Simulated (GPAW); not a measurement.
# The basis that the transmission of a carbon nanotube (4, 4); one C replaced by B needs, part 2 of 2

Wanted: the zero-bias transmission of a carbon nanotube (4, 4); one C replaced by B on a ladder of levels, with run times.

GPAW 26.7.0; GPAW LCAO, PAW setups; Landauer transmission from Green's functions with principal layers (ASE), zero bias.

So far, transmission at the Fermi level (one spin): step 2 (single-zeta polarised basis) 1.94; step 3 (basis sz(dzp)) 1.93.

## 4. revPBE in the szp basis: xc = "revPBE"

Back in the szp basis, the functional changes from PBE to revPBE, to set the spread between functionals beside that between bases.

run.py

```python
import json
import numpy as np
from ase import Atoms
from ase.transport.calculators import TransportCalculator
from gpaw import GPAW, FermiDirac
from gpaw.lcao.tools import get_lcao_hamiltonian
from scipy.linalg import eigh

# The junction with lead layers at both ends, along the third cell vector
device = Atoms(
    ['C', 'C', 'C', 'C', 'C', 'C', 'C', 'C', 'C', 'C', 'C', 'C', 'C', 'C', 'C', 'C', 'C', 'C', 'C', 'C', 'C', 'C', 'C', 'C', 'C', 'C', 'C', 'C', 'C', 'C', 'C', 'C', 'C', 'C', 'C', 'C', 'C', 'C', 'C', 'C', 'C', 'C', 'C', 'C', 'C', 'C', 'C', 'C', 'C', 'C', 'C', 'C', 'C', 'C', 'C', 'C', 'C', 'C', 'C', 'C', 'C', 'C', 'C', 'C', 'C', 'C', 'C', 'C', 'C', 'C', 'C', 'C', 'C', 'C', 'C', 'C', 'C', 'C', 'C', 'C', 'C', 'C', 'C', 'C', 'C', 'C', 'C', 'C', 'C', 'C', 'C', 'C', 'C', 'B', 'C', 'C', 'C', 'C', 'C', 'C', 'C', 'C', 'C', 'C', 'C', 'C', 'C', 'C', 'C', 'C', 'C', 'C', 'C', 'C', 'C', 'C', 'C', 'C', 'C', 'C', 'C', 'C', 'C', 'C', 'C', 'C', 'C', 'C', 'C', 'C', 'C', 'C', 'C', 'C', 'C', 'C', 'C', 'C', 'C', 'C', 'C', 'C', 'C', 'C', 'C', 'C', 'C', 'C', 'C', 'C', 'C', 'C', 'C', 'C', 'C', 'C', 'C', 'C', 'C', 'C', 'C', 'C', 'C', 'C', 'C', 'C', 'C', 'C', 'C', 'C', 'C', 'C', 'C', 'C', 'C', 'C', 'C', 'C', 'C', 'C', 'C', 'C', 'C', 'C', 'C', 'C', 'C', 'C', 'C', 'C', 'C', 'C'],
    positions=[
        [4.00000, 6.71200, 0.61488],
        [4.36334, 5.35600, 0.61488],
        [5.35600, 9.06066, 0.61488],
        [6.71200, 9.42400, 0.61488],
        [6.71200, 4.00000, 0.61488],
        [8.06800, 4.36334, 0.61488],
        [9.06066, 8.06800, 0.61488],
        [9.42400, 6.71200, 0.61488],
        [4.09241, 7.41392, 1.84463],
        [4.79433, 8.62967, 1.84463],
        [4.79433, 4.79433, 1.84463],
        [6.01008, 4.09241, 1.84463],
        [7.41392, 9.33159, 1.84463],
        [8.62967, 8.62967, 1.84463],
        [8.62967, 4.79433, 1.84463],
        [9.33159, 6.01008, 1.84463],
        [4.00000, 6.71200, 3.07439],
        [4.36334, 5.35600, 3.07439],
        [5.35600, 9.06066, 3.07439],
        [6.71200, 9.42400, 3.07439],
        [6.71200, 4.00000, 3.07439],
        [8.06800, 4.36334, 3.07439],
        [9.06066, 8.06800, 3.07439],
        [9.42400, 6.71200, 3.07439],
        [4.09241, 7.41392, 4.30415],
        [4.79433, 8.62967, 4.30415],
        [4.79433, 4.79433, 4.30415],
        [6.01008, 4.09241, 4.30415],
        [7.41392, 9.33159, 4.30415],
        [8.62967, 8.62967, 4.30415],
[... 156 atom lines left out ...]
        [4.79433, 4.79433, 28.89927],
        [6.01008, 4.09241, 28.89927],
        [7.41392, 9.33159, 28.89927],
        [8.62967, 8.62967, 28.89927],
        [8.62967, 4.79433, 28.89927],
        [9.33159, 6.01008, 28.89927]],
    cell=[[13.424, 0.0, 0.0], [0.0, 13.424, 0.0], [0.0, 0.0, 29.51415]],
    pbc=True)

# One principal layer of the lead: the first 48 atoms of the device
lead = Atoms(
    ['C', 'C', 'C', 'C', 'C', 'C', 'C', 'C', 'C', 'C', 'C', 'C', 'C', 'C', 'C', 'C', 'C', 'C', 'C', 'C', 'C', 'C', 'C', 'C', 'C', 'C', 'C', 'C', 'C', 'C', 'C', 'C', 'C', 'C', 'C', 'C', 'C', 'C', 'C', 'C', 'C', 'C', 'C', 'C', 'C', 'C', 'C', 'C'],
    positions=[
        [4.00000, 6.71200, 0.61488],
        [4.36334, 5.35600, 0.61488],
        [5.35600, 9.06066, 0.61488],
        [6.71200, 9.42400, 0.61488],
        [6.71200, 4.00000, 0.61488],
        [8.06800, 4.36334, 0.61488],
        [9.06066, 8.06800, 0.61488],
        [9.42400, 6.71200, 0.61488],
        [4.09241, 7.41392, 1.84463],
        [4.79433, 8.62967, 1.84463],
        [4.79433, 4.79433, 1.84463],
        [6.01008, 4.09241, 1.84463],
        [7.41392, 9.33159, 1.84463],
        [8.62967, 8.62967, 1.84463],
        [8.62967, 4.79433, 1.84463],
        [9.33159, 6.01008, 1.84463],
        [4.00000, 6.71200, 3.07439],
        [4.36334, 5.35600, 3.07439],
        [5.35600, 9.06066, 3.07439],
        [6.71200, 9.42400, 3.07439],
        [6.71200, 4.00000, 3.07439],
        [8.06800, 4.36334, 3.07439],
        [9.06066, 8.06800, 3.07439],
        [9.42400, 6.71200, 3.07439],
        [4.09241, 7.41392, 4.30415],
        [4.79433, 8.62967, 4.30415],
        [4.79433, 4.79433, 4.30415],
        [6.01008, 4.09241, 4.30415],
        [7.41392, 9.33159, 4.30415],
        [8.62967, 8.62967, 4.30415],
        [8.62967, 4.79433, 4.30415],
        [9.33159, 6.01008, 4.30415],
        [4.00000, 6.71200, 5.53390],
        [4.36334, 5.35600, 5.53390],
        [5.35600, 9.06066, 5.53390],
        [6.71200, 9.42400, 5.53390],
        [6.71200, 4.00000, 5.53390],
        [8.06800, 4.36334, 5.53390],
        [9.06066, 8.06800, 5.53390],
        [9.42400, 6.71200, 5.53390],
        [4.09241, 7.41392, 6.76366],
        [4.79433, 8.62967, 6.76366],
        [4.79433, 4.79433, 6.76366],
        [6.01008, 4.09241, 6.76366],
        [7.41392, 9.33159, 6.76366],
        [8.62967, 8.62967, 6.76366],
        [8.62967, 4.79433, 6.76366],
        [9.33159, 6.01008, 6.76366]],
    cell=[[13.424, 0.0, 0.0], [0.0, 13.424, 0.0], [0.0, 0.0, 7.37854]],
    pbc=True)

settings = dict(mode='lcao', basis='szp(dzp)', xc='revPBE', h=0.2,
                occupations=FermiDirac(0.1), maxiter=250,
                mixer=dict(beta=0.1, nmaxold=8, weight=100.0),
                convergence=dict(density=0.0001))
energies = np.arange(-2, 2 + 1e-9, 0.05)
eta = 0.0001
n1, n2 = 1, 1
# k and -k transmit alike, so half of the mesh across the current serves
mesh = [(i, j) for i in range(n1) for j in range(n2) if (i, j) <= (-i % n1, -j % n2)]
weights = np.array([1 if (i, j) == (-i % n1, -j % n2) else 2 for i, j in mesh]) / (n1 * n2)


def ground_state(atoms, size, txt):
    atoms.calc = GPAW(kpts={'size': size, 'gamma': True}, symmetry={'tolerance': 1e-3}, txt=txt, **settings)
    atoms.get_potential_energy()
    return atoms.calc.get_fermi_level()


def blocks(atoms, fermi, points, nz, cells):
    """H - E_F S and S between cell 0 and the cells above it, at each point across the current."""
    kz = np.arange(nz) / nz
    calc = atoms.calc.fixed_density(kpts=[(*k, z) for k in points for z in kz], symmetry='off', txt=None)
    H, S = get_lcao_hamiltonian(calc)
    H = (H - fermi * S).reshape(len(H), len(points), nz, *S.shape[1:])
    S = S.reshape(H.shape[1:])
    phases = [np.exp(-2j * np.pi * kz * R) / nz for R in cells]
    return [(np.einsum('skzij,z->ksij', H, p), np.einsum('kzij,z->kij', S, p)) for p in phases]


def pair(a, b):
    return np.block([[a, b], [b.T.conj(), a]])


def count_channels(h, s, cells, nk=240):
    """Half the number of times that the lead's bands cross each energy, unfolded to its shortest repeat."""
    b = len(h) // cells
    bands = []
    for k in (np.arange(nk + 1) + 0.5) / nk:
        hk, sk = h[:b, :b].copy(), s[:b, :b].copy()
        for R in range(1, cells):
            phase, block = np.exp(2j * np.pi * k * R), slice(R * b, (R + 1) * b)
            hk += h[:b, block] * phase + (h[:b, block] * phase).T.conj()
            sk += s[:b, block] * phase + (s[:b, block] * phase).T.conj()
        w, u = eigh(sk)
        x = u[:, w > 1e-5] / w[w > 1e-5]**0.5  # drop near-dependent combinations
        bands.append(np.r_[eigh(x.T.conj() @ hk @ x, eigvals_only=True), [1e9] * (w <= 1e-5).sum()])
    below = np.array(bands)[:, :, None] < energies
    return (below[1:] != below[:-1]).sum((0, 1)) / 2


fermi_lead = ground_state(lead, (1, 1, 15), 'lead.txt')
fermi_device = ground_state(device, (1, 1, 3), 'device.txt')
T, channels, eigen, tail, misfit, shifts = [], [], [], 0.0, 0.0, []
for first in range(0, len(mesh), 3):
    points = [(i / n1, j / n2) for i, j in mesh[first:first + 3]]
    (H0k, S0k), (H1k, S1k), (H2k, _) = blocks(lead, fermi_lead, points, 5, range(3))
    [(Hk, Sk)] = blocks(device, fermi_device, points, 2, [0])
    tail = max(tail, abs(H2k).max())
    for H0, S0, H1, S1, H, S in zip(H0k, S0k, H1k, S1k, Hk, Sk):
        n = len(S0)
        # Shift the lead onto the potential of the device's first layer
        shift = ((H[:, 0, 0] - H0[:, 0, 0]) / S0[0, 0]).real.mean()
        shifts.append(shift)
        misfit = max(misfit, abs(H[:, :n, :n] - H0 - shift * S0).max())
        Tk, Ck, Ek = [], [], []
        for s in range(len(H)):
            t = s % len(H0)  # a lead without moments serves both spins
            h1, s1 = pair(H0[t] + shift * S0, H1[t] + shift * S1), pair(S0, S1)
            leads = dict(h1=h1, s1=s1, energies=energies, eta=eta, eta1=eta, eta2=eta)
            calc = TransportCalculator(h=H[s], s=S, eigenchannels=3, **leads)
            Tk.append(calc.get_transmission())
            Ek.append(np.sort(calc.eigenchannels_ne, axis=0)[::-1])
            Ck.append(count_channels(h1, s1, 6))
        T.append(Tk)
        channels.append(Ck)
        eigen.append(Ek)
T, channels = np.array(T), np.array(channels)
mean, open_channels = np.einsum('kse,k->se', T, weights), np.einsum('kse,k->se', channels, weights)

print(f'basis functions: device {len(S)}, principal layer {n}')
print(f'Fermi level: lead {fermi_lead:.4f} eV, device {fermi_device:.4f} eV; lead shifted by {np.mean(shifts):.4f} eV')
print(f'largest coupling past the next layer {tail:.2e} eV, largest misfit of the first layer {misfit:.3f} eV')
print('  E-E_F (eV)   ' + 'T (one spin)  channels')
for e, t, c in zip(energies, mean.T, open_channels.T):
    print(f'{e:10.3f}  ', *[f'{x:11.4e}' for x in t], *[f'{x:9.4f}' for x in c])

kT = 8.617333e-5 * 300
fine = np.linspace(energies[0], energies[-1], 4001)
both = np.exp(np.interp(fine, energies, np.log(np.maximum(mean.sum(0) * 2 / len(mean), 1e-30))))
fermi = lambda mu: 1 / (1 + np.exp(np.clip((fine - mu) / kT, -200, 200)))
slope = fermi(0) * (1 - fermi(0)) / kT
G = np.trapezoid(both * slope, fine) / 2
seebeck = -np.trapezoid(both * slope * fine, fine) / (2 * G * 300) * 1e6
print(f'conductance at 300 K: {G:.5g} G0 a cell; thermopower {seebeck:.4g} uV/K')
bias = [0.1, 0.2, 0.5, 1.0, 1.5, 2.0]
current = [38.74 * np.trapezoid(both * (fermi(V / 2) - fermi(-V / 2)), fine) for V in bias]
for V, I in zip(bias, current):
    print(f'current from the zero-bias T(E) at {V} V: {I:.5g} uA')
zero = abs(energies).argmin()
json.dump(dict(energies=energies.tolist(), T=mean.tolist(), channels=open_channels.tolist(), G=G, seebeck=seebeck,
               bias=bias, current=current, tail=tail, misfit=misfit, shift=np.mean(shifts), n_device=len(S), n_lead=n,
               fermi=[fermi_lead, fermi_device], energy=device.get_potential_energy(),
               moments=device.get_magnetic_moments().tolist(), mesh=mesh, weights=weights.tolist(),
               T_k=T[:, :, zero].tolist(), eigen=np.array(eigen[0]).tolist()), open('result.json', 'w'))
```

Run with:

```
OMP_NUM_THREADS=1 OPENBLAS_NUM_THREADS=1 python run.py
```

What it wrote:

```text
basis functions: device 1728, principal layer 432
Fermi level: lead -2.4795 eV, device -2.5699 eV; lead shifted by 0.0132 eV
largest coupling past the next layer 4.46e-15 eV, largest misfit of the first layer 0.052 eV
  E-E_F (eV)   T (one spin)  [channel counts left out]
    -2.000    4.1288e+00
    -1.950    4.0495e+00
    -1.900    3.8785e+00
[...]
1.950    6.0639e+00
     2.000    6.1223e+00
conductance at 300 K: 1.9346 G0 a cell; thermopower -0.4888 uV/K
current from the zero-bias T(E) at 0.1 V: 14.988 uA
current from the zero-bias T(E) at 0.2 V: 29.969 uA
current from the zero-bias T(E) at 0.5 V: 74.799 uA
current from the zero-bias T(E) at 1.0 V: 148.64 uA
current from the zero-bias T(E) at 1.5 V: 220.08 uA
current from the zero-bias T(E) at 2.0 V: 288.25 uA
```

Run time: 42 min. Hardware: 1 thread of Arm Neoverse V1, shared host; peak memory 3.5 GiB.

This step gave:

| Item | Value |
| --- | --- |
| conductance | 1.935 G₀ |
| largest coupling past the next principal layer | 4.46e-15 eV |
| largest misfit of the first principal layer | 0.05162 eV |
| shift that aligns the lead | 0.01322 eV |
| basis functions of the junction | 1728 |
| basis functions of a principal layer | 432 |
| transmission at the Fermi level (one spin) | 1.935 |

One spin. Table of transmission, zone mean by energy, zero at the Fermi level:

| energy (eV) | transmission, zone mean |
| --- | --- |
| -2.00 | 4.13 |
| -1.90 | 3.88 |
| -1.80 | 2.83 |
| -1.70 | 0.985 |
| -1.55 | 0.802 |
| -1.45 | 0.815 |
| -1.35 | 0.905 |
| -1.25 | 0.960 |
| -1.15 | 1.06 |
| -1.05 | 1.20 |
| -0.90 | 1.43 |
| -0.80 | 1.56 |
| -0.70 | 1.66 |
| -0.60 | 1.74 |
| -0.50 | 1.80 |
| -0.40 | 1.84 |
| -0.25 | 1.89 |
| -0.15 | 1.91 |
| -0.05 | 1.93 |
| 0.00 | 1.94 |
| 0.05 | 1.94 |
| 0.15 | 1.95 |
| 0.25 | 1.96 |
| 0.40 | 1.97 |
| 0.50 | 1.97 |
| 0.60 | 1.97 |
| 0.70 | 1.98 |
| 0.80 | 1.98 |
| 0.90 | 1.98 |
| 1.05 | 2.89 |
| 1.15 | 3.52 |
| 1.25 | 4.71 |
| 1.35 | 5.57 |
| 1.45 | 6.09 |
| 1.55 | 6.45 |
| 1.70 | 5.84 |
| 1.80 | 5.60 |
| 1.90 | 5.99 |
| 2.00 | 6.12 |

The conductance equals that of the szp run to 0.2 %.

## 5. All levels side by side

Times are for 1 thread of Arm Neoverse V1, shared host. The runs compared:

| no. | run | conductance (G₀) | time | memory (GiB) |
| --- | --- | --- | --- | --- |
| 1 | szp | 1.935 | 42 min | 3.5 |
| 2 | sz | 1.928 | 6.8 min | 2.3 |
| 3 | szp revPBE | 1.935 | 42 min | 3.5 |

## 6. Comparison

The curves are compared point by point over the common energies.

This step: comparison of transmission and cost over codes and levels (GPAW 26.7.0).

Ladder, by row:

| step | code | T at the Fermi level (sum over the listed spins) | conductance (G0) | r.m.s. T(E) from the first | wall time (s) | peak memory (GiB) | threads |
| --- | --- | --- | --- | --- | --- | --- | --- |
| szp | GPAW | 1.935 | 1.935 | 0 | 2525 | 3.52 | 1 |
| sz | GPAW | 1.928 | 1.928 | 0.9007 | 409.2 | 2.29 | 1 |
| szp-revPBE | GPAW | 1.935 | 1.935 | 0.09363 | 2509 | 3.53 | 1 |

The transmission, zone mean, sum over the listed spins by energy, zero at the Fermi level:

| energy (eV) | szp | sz | szp-revPBE |
| --- | --- | --- | --- |
| -2.00 | 4.14 | 4.02 | 4.13 |
| -1.90 | 3.93 | 3.63 | 3.88 |
| -1.80 | 3.03 | 1.81 | 2.83 |
| -1.70 | 0.996 | 0.955 | 0.985 |
| -1.55 | 0.808 | 0.848 | 0.802 |
| -1.45 | 0.807 | 0.931 | 0.815 |
| -1.35 | 0.901 | 0.922 | 0.905 |
| -1.25 | 0.954 | 0.942 | 0.960 |
| -1.15 | 1.05 | 1.03 | 1.06 |
| -1.05 | 1.19 | 1.16 | 1.20 |
| -0.90 | 1.42 | 1.39 | 1.43 |
| -0.80 | 1.55 | 1.52 | 1.56 |
| -0.70 | 1.66 | 1.63 | 1.66 |
| -0.60 | 1.74 | 1.71 | 1.74 |
| -0.50 | 1.80 | 1.78 | 1.80 |
| -0.40 | 1.84 | 1.83 | 1.84 |
| -0.25 | 1.89 | 1.88 | 1.89 |
| -0.15 | 1.91 | 1.90 | 1.91 |
| -0.05 | 1.93 | 1.92 | 1.93 |
| 0.00 | 1.94 | 1.93 | 1.94 |
| 0.05 | 1.94 | 1.94 | 1.94 |
| 0.15 | 1.95 | 1.95 | 1.95 |
| 0.25 | 1.96 | 1.95 | 1.96 |
| 0.40 | 1.97 | 1.96 | 1.97 |
| 0.50 | 1.97 | 1.97 | 1.97 |
| 0.60 | 1.97 | 1.97 | 1.97 |
| 0.70 | 1.98 | 1.97 | 1.98 |
| 0.80 | 1.98 | 1.98 | 1.98 |
| 0.90 | 1.98 | 1.98 | 1.98 |
| 1.05 | 2.84 | 1.98 | 2.89 |
| 1.15 | 3.51 | 1.98 | 3.52 |
| 1.25 | 4.74 | 1.98 | 4.71 |
| 1.35 | 5.59 | 1.98 | 5.57 |
| 1.45 | 6.10 | 3.89 | 6.09 |
| 1.55 | 6.45 | 5.13 | 6.45 |
| 1.70 | 5.84 | 5.84 | 5.84 |
| 1.80 | 5.60 | 5.34 | 5.60 |
| 1.90 | 6.00 | 5.52 | 5.99 |
| 2.00 | 6.13 | 5.69 | 6.12 |

## 7. SCF mesh 1×1×1, potential alignment off

The SCF mesh sets the Fermi level of the repeated cell. Without the shift, lead and junction are matched by their Fermi levels alone.

This step: GPAW LCAO, PAW setups; Landauer transmission from Green's functions with principal layers (ASE), zero bias (GPAW 26.7.0).

run.py: that of step 4 with these lines changed.

```diff
@@ -107,3 +107,3 @@
 
-settings = dict(mode='lcao', basis='szp(dzp)', xc='revPBE', h=0.2,
+settings = dict(mode='lcao', basis='szp(dzp)', xc='PBE', h=0.2,
                 occupations=FermiDirac(0.1), maxiter=250,
@@ -158,3 +158,3 @@
 fermi_lead = ground_state(lead, (1, 1, 15), 'lead.txt')
-fermi_device = ground_state(device, (1, 1, 3), 'device.txt')
+fermi_device = ground_state(device, (1, 1, 1), 'device.txt')
 T, channels, eigen, tail, misfit, shifts = [], [], [], 0.0, 0.0, []
@@ -167,4 +167,4 @@
         n = len(S0)
-        # Shift the lead onto the potential of the device's first layer
-        shift = ((H[:, 0, 0] - H0[:, 0, 0]) / S0[0, 0]).real.mean()
+        # Lead and device are aligned by their Fermi levels alone
+        shift = 0.0
         shifts.append(shift)
```

What it wrote:

```text
basis functions: device 1728, principal layer 432
Fermi level: lead -2.5655 eV, device -2.8105 eV; lead shifted by 0.0000 eV
largest coupling past the next layer 4.46e-15 eV, largest misfit of the first layer 0.218 eV
  E-E_F (eV)   T (one spin)  [channel counts left out]
    -2.000    3.7331e+00
    -1.950    3.8405e+00
    -1.900    3.9929e+00
    -1.850    4.1042e+00
    -1.800    3.8351e+00
    -1.750    8.6213e-01
    -1.700    9.9276e-01
    -1.650    9.9727e-01
    -1.600    9.9775e-01
    -1.550    9.8592e-01
    -1.500    9.9472e-01
    -1.450    7.4631e-01
    -1.400    7.9338e-01
    -1.350    9.0084e-01
    -1.300    8.9354e-01
    -1.250    8.1934e-01
[...]
1.650    5.5408e+00
     1.700    5.6668e+00
     1.750    5.8263e+00
     1.800    5.9191e+00
     1.850    5.9648e+00
     1.900    5.9729e+00
     1.950    5.5756e+00
     2.000    5.8370e+00
conductance at 300 K: 1.8961 G0 a cell; thermopower -0.7081 uV/K
current from the zero-bias T(E) at 0.1 V: 14.694 uA
current from the zero-bias T(E) at 0.2 V: 29.4 uA
current from the zero-bias T(E) at 0.5 V: 73.595 uA
current from the zero-bias T(E) at 1.0 V: 146.38 uA
current from the zero-bias T(E) at 1.5 V: 214.36 uA
current from the zero-bias T(E) at 2.0 V: 276.92 uA
```

Run time: 30 min. Hardware: 1 thread; peak memory 3.2 GiB.

The run finished with changed settings (scf_mesh = [1, 1, 1] and align = false); it serves as a test.

Side by side:

| quantity | this run | sound run | difference |
| --- | --- | --- | --- |
| conductance (G₀) | 1.8961 | 1.9346 | -0.0385 |
| largest misfit of the first principal layer (eV) | 0.21826 | 0.051670 | 0.167 |
| shift that aligns the lead (eV) | 0 | 0.012715 | -0.0127 |
| transmission at the Fermi level (one spin) | 1.8942 | 1.9351 | -0.0409 |

The two runs differ clearly in the largest misfit of the first principal layer: 0.218 eV against 0.0517 eV.

## 8. Summary of results

```yaml
conductance: 1.93 G₀
transmission_at_the_fermi_level_mean_of_the_spins: 1.94
thermopower: about 0 (under 1.5 μV/K)
```

In words: In the szp basis the junction conducts 1.93 G₀ at 300 K, with T = 1.94 a spin at the Fermi level; the sz basis reaches that conductance within 10 %. At the Fermi level two eigenchannels carry the current (1.00 and 0.94). Measured against the first run (szp), the nearest curve is that of szp-revPBE (r.m.s. 0.094) and the farthest that of sz (0.90). Over the compared runs wall time goes from 409 s (sz) to 2525 s (szp), on a shared host. The geometry was built from estimated bond lengths and not relaxed, so the numbers describe this model structure. The run had no spin polarisation, so a magnetic state, which chains and small molecules with open shells often have, wasn't tested. The currents use the zero-bias T(E) throughout, which holds only while the bias is small against the distance to the nearest feature. The energy step is wider than the thermal energy, so the conductance and thermopower rest on interpolation of T(E).

[Logs are printed without paths, hosts, clocks, repeated set-up lines and the standing remarks that a program may print on its own settings, such as how far it seeks lower states.]

[Hosts, paths, dates, database ids (printed as entryN), source tags and the programs' standing remarks are cut or masked in the printed files.]
